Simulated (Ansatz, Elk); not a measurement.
# Ca3RuS4: X-ray structure factors from the self-consistent density

The structure of Ca3RuS4 used here is made up (a known structure type with other elements) and was relaxed beforehand with PBE. The aim is the Fourier transform of its all-electron density, F(hkl), set beside the sum over free spherical atoms that refinements use.

Calculated with Elk 11.2.3 (patched build); DFT, PBE, all-electron APW+lo, Dirac cores, scalar-relativistic bands, static density, no spin.

This account leaves out most program logs.

The structure was built from a prototype and need not be the compound's stable phase.

## (1) The structure

It takes space group Pmmm (No. 47, orthorhombic). The conventional cell has a = 3.895 Å, b = 5.537 Å, c = 7.613 Å, α = 90.00°, β = 90.00°, γ = 90.00°. Nearest to Ru lie 6 S at 2.51 to 2.77 Å. Ca has 6 S at 2.67 to 2.78 Å nearest. Nearest to Ca lie 6 S at 2.77 to 2.96 Å. Nearest to S lie 2 Ru at 2.51 Å and 4 Ca at 2.78 to 2.96 Å. S has 4 Ca at 2.67 Å and 2 Ru at 2.77 Å nearest. Nearest to S lie 6 Ca at 2.77 to 2.78 Å. Farther neighbours and most contacts between anions are not listed.

## (2) Ground state and structure factors

An all-electron density is needed, since X-rays see the cores too. Task 0 finds the density and task 195 Fourier-transforms it; tshift is off so that phases refer to the origin typed.

File elk.in:

```
tasks
  0
  195

xctype
  20

spinpol
  .false.

rgkmax
  7.0

gmaxvr
  14.0

lmaxo
  7

lmaxapw
  8

swidth
  0.002

tshift
  .false.

ramdisk
  .false.

hmaxvr
  5.5

maxscl
  120

epspot
  1e-06

sppath
  './'

avec
  7.36140431271 -0.00000000000 -0.00000000000
  -0.00000000000 10.46251522886 0.00000000000
  -0.00000000000 0.00000000000 14.38689371093

atoms
  3
  'Ru.in'
  1
  -0.0000000000 0.5000000000 -0.0000000000   0.000000 0.000000 0.000000
  'Ca.in'
  3
  0.5000000000 -0.0000000000 0.7599311918   0.000000 0.000000 0.000000
  0.0000000000 0.5000000000 0.5000000000   0.000000 0.000000 0.000000
  0.5000000000 -0.0000000000 0.2400688082   0.000000 0.000000 0.000000
  'S.in'
  4
  0.5000000000 0.5000000000 0.2072715853   0.000000 0.000000 0.000000
  0.0000000000 0.0000000000 -0.0000000000   0.000000 0.000000 0.000000
  0.5000000000 0.5000000000 0.7927284147   0.000000 0.000000 0.000000
  -0.0000000000 0.0000000000 0.5000000000   0.000000 0.000000 0.000000

ngridk
  6 4 3
```

Run with:

```
$ OMP_NUM_THREADS=4 elk
```

The job ended after 59 s (4 threads of Intel Xeon Platinum 8375C at 2.90GHz (Ice Lake), shared host; peak memory 0.29 GiB; 2.6 min of CPU time).

SFACRHO.OUT:

```text

h k l indices transformed by vhmat matrix:
   1.000000000       0.000000000       0.000000000    
   0.000000000       1.000000000       0.000000000    
   0.000000000       0.000000000       1.000000000    

      h      k      l  multipl.   |H|            Re(F)            Im(F)           |F|

      0      0      0      1   0.0000000       168.00000     -0.17629175E-15   168.00000    
      0      0      1      2  0.43672981       34.247886      0.71597885E-14   34.247886    
      0      1      0      2  0.60054252      -23.205507      0.45255814E-13   23.205507    
      0     -1     -1      4  0.74255252      -28.356858     -0.70973772E-14   28.356858    
     -1      0      0      2  0.85353080       22.631982     -0.71250478E-14   22.631982    
      0      0      2      2  0.87345961       26.515380     -0.16125960E-13   26.515380    
      1      0      1      4  0.95877409       13.327505      0.51700324E-14   13.327505    
     -1      1      0      4   1.0436312      -34.081604      0.17754462E-13   34.081604    
      0      1     -2      4   1.0599920      -37.279292      0.21812673E-13   37.279292    
     -1      1      1      8   1.1313262      -17.035500      0.12775497E-14   17.035500    
      0      2      0      2   1.2010850       128.04868     -0.82676159E-13   128.04868    
      1      0     -2      4   1.2212479       123.80760     -0.70987055E-14   123.80760    
      0      2     -1      4   1.2780212       28.675217     -0.30085373E-13   28.675217    
      0      0     -3      2   1.3101894      -1.0734362     -0.56930424E-14   1.0734362    
      1     -1      2      8   1.3609180      -17.547154     -0.20750991E-13   17.547154    
      0     -1      3      4   1.4412660      -9.8764379     -0.13601607E-13   9.8764379    
     -1      2      0      4   1.4734721       20.061741     -0.36531786E-13   20.061741    
      0      2      2      4   1.4851050       23.195602     -0.62971215E-13   23.195602
```

Elk indexes on the primitive cell of elk.in and gives |H| = 4π sin θ/λ in inverse bohr. Below, one row stands for each form hkl of the conventional cell (m members, Friedel mates merged), F is for one primitive cell and the density is static (no thermal factor). Free-atom factors are Waasmaier and Kirfel's, and R is Σm||F|−|F'||/Σm|F|.

```tsv
hkl	m	sin θ/λ (Å⁻¹)	abs F, DFT	neutral atoms	diff.
001	2	0.066	34.248	34.230	+0.018
010	2	0.090	23.206	23.602	-0.397
011	4	0.112	28.357	28.422	-0.065
100	2	0.128	22.632	22.816	-0.184
002	2	0.131	26.515	26.702	-0.187
101	4	0.144	13.328	13.642	-0.315
110	4	0.157	34.082	34.660	-0.579
012	4	0.159	37.279	37.827	-0.547
111	8	0.170	17.035	17.202	-0.166
020	2	0.181	128.049	127.316	+0.733
102	4	0.184	123.808	123.053	+0.755
021	4	0.192	28.675	28.828	-0.153
003	2	0.197	1.073	0.622	+0.451
112	8	0.205	17.547	17.777	-0.230
```

## (3) The highest occupied states alone

An energy window below the Fermi level keeps the highest occupied states, to see at which angles they scatter; shallow core shells can lie inside it and anion s states outside. No new self-consistency is needed.

elk.in, as its differences from that of step 2:

```diff
@@ -1,3 +1,2 @@
 tasks
-  0
   195
@@ -40,2 +39,5 @@
 
+wsfac
+  -0.330070 0.521170
+
 sppath
```

Run with:

```
$ OMP_NUM_THREADS=4 elk
```

Wall time 17 s (4 threads); peak memory 0.21 GiB; 20 s of CPU time.

States within 15 eV below the Fermi level hold 38.00 electrons; any levels below the window count with the cores. Their amplitudes can exceed the total, where window and core parts have opposite phase:

```tsv
hkl	sin θ/λ (Å⁻¹)	abs F, window	abs F, all
001	0.066	8.742	34.248
010	0.090	5.098	23.206
011	0.112	7.126	28.357
100	0.128	4.450	22.632
002	0.131	5.335	26.515
101	0.144	2.353	13.328
110	0.157	7.357	34.082
012	0.159	6.407	37.279
111	0.170	2.178	17.035
020	0.181	12.492	128.049
```

## (4) Another functional

The difference from free atoms is small, so it is set against the change that PBEsol makes.

elk.in, as its differences from that of step 3:

```diff
@@ -1,2 +1,3 @@
 tasks
+  0
   195
@@ -4,3 +5,3 @@
 xctype
-  20
+  22
 
@@ -39,5 +40,2 @@
 
-wsfac
-  -0.330070 0.521170
-
 sppath
```

Run with:

```
$ OMP_NUM_THREADS=4 elk
```

Wall time 52 s (4 threads); peak memory 0.29 GiB; 2.2 min of CPU time.

Against the first run R = 0.03 %; the largest change is -0.114 at 020.

## (5) Basis size

The basis and the expansions that go with it are enlarged, to see whether the differences are converged.

elk.in, as its differences from that of step 4:

```diff
@@ -5,3 +5,3 @@
 xctype
-  22
+  20
 
@@ -11,12 +11,12 @@
 rgkmax
-  7.0
+  8.5
 
 gmaxvr
-  14.0
+  18.0
 
 lmaxo
-  7
+  9
 
 lmaxapw
-  8
+  10
```

Run with:

```
$ OMP_NUM_THREADS=4 elk
```

Elapsed: 2.5 min, on 4 threads; peak memory 0.61 GiB; 7 min of CPU time.

Against the first run R = 0.01 %; the largest change is +0.013 at 040.

## (6) Settings against the effect

```tsv
run	R against the first run (%)	R against neutral atoms, low angle (%)	wall time
PBE, rgkmax 7	0.00	0.73	59 s
PBEsol	0.03	0.72	52 s
rgkmax 8.5 with larger expansions	0.01	0.72	2.5 min
```

## (7) What came out

```yaml
r_against_neutral_atoms_sin_theta_lambda_0p3_a_minus1: 0.73 %
r_against_neutral_atoms_0p3_to_0p53_a_minus1: 0.52 %
```

What this shows: Independent neutral atoms miss the calculated amplitudes by R = 0.73 % below 0.3 Å⁻¹ and 0.52 % from there to 0.53 Å⁻¹; by shells, 0.81 % below 0.15 Å⁻¹ (6 forms), 0.72 % 0.15 to 0.3 (28 forms), 0.44 % 0.3 to 0.45 (61 forms), 0.64 % above 0.45 (54 forms). Bonding, aspherical density and the tables' own atoms all enter these figures, and the runs don't part them. The largest change of an amplitude is +0.76 electrons, at 102. Weak lines can change much in proportion: 003 goes from 0.62 to 1.07. The window's part falls from 38.0 electrons at the origin to at most 0.67 between 0.45 and 0.53 Å⁻¹. Below 0.3 Å⁻¹ the changes that finished (PBEsol and rgkmax 8.5 with larger expansions) move F by R = 0.05 % at most, against the 0.73 % that separates it from free atoms. The k-mesh has no finished test. These runs have no spin, though d or f shells may be open. Part of the difference isn't bonding: the tables are fits to free atoms and ions calculated by other methods than this functional. Thermal motion, anomalous dispersion and extinction are left out.

[Logs are printed without paths, hosts, clocks, repeated set-up lines and the standing remarks that a program may print on its own settings, such as how far it seeks lower states.]

[Hosts, paths, dates, database ids (printed as entryN), source tags and the programs' standing remarks are cut or masked in the printed files.]
